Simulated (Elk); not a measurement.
Planning a run of Elk 11.2.3 (patched build) on CsCaF3 (Pm-3m). The input:

```
tasks
  185
  186
  187

xctype
  3

rgkmax
  8.5

gmaxvr
  18.0

lmaxapw
  10

lmaxo
  8

nxlo
  2

lorbcnd
  .true.

autolinengy
  .true.

tshift
  .false.

ngridk
  4 4 4

vkloff
  0.05 0.15 0.25

nempty
  10

swidth
  0.00551

scissor
  0.11382

gmaxrf
  2.5

wplot
  378 100 0
  0.0 0.6959

optcomp
  1 1
  2 2
  3 3

nvbse
  4

ncbse
  4

hdbse
  .false.

sppath
  './'

avec
  8.5425655846 0.0000000000 0.0000000000
  0.0000000000 8.5425655846 0.0000000000
  0.0000000000 0.0000000000 8.5425655846

atoms
  3
  'Cs.in'
  1
  0.0000000000 0.0000000000 0.0000000000
  'Ca.in'
  1
  0.5000000000 0.5000000000 0.5000000000
  'F.in'
  3
  0.0000000000 0.5000000000 0.5000000000
  0.5000000000 0.0000000000 0.5000000000
  0.5000000000 0.5000000000 0.0000000000
```

```sh
OMP_NUM_THREADS=4 elk > log
```

**Question.** Estimate wall time and host memory on 4 threads of Arm Neoverse V1, shared host.

It took 61 s; on shared hardware allow 31 s to 2 min. Peak host memory was 0.4 GiB.

The kernel grows as the square of the matrix size, and full diagonalisation as its cube.

[Paths, hosts, dates, memory and timing lines, banners, echoed tables and standing remarks are left out of the program output.]

[Logs are printed without paths, hosts, clocks, repeated set-up lines and the standing remarks that a program may print on its own settings, such as how far it seeks lower states.]

[Runs of the session that timed out or met a known fault of the program may be left out.]

[Hosts, paths, dates, database ids (printed as entryN), source tags and the programs' standing remarks are cut or masked in the printed files.]
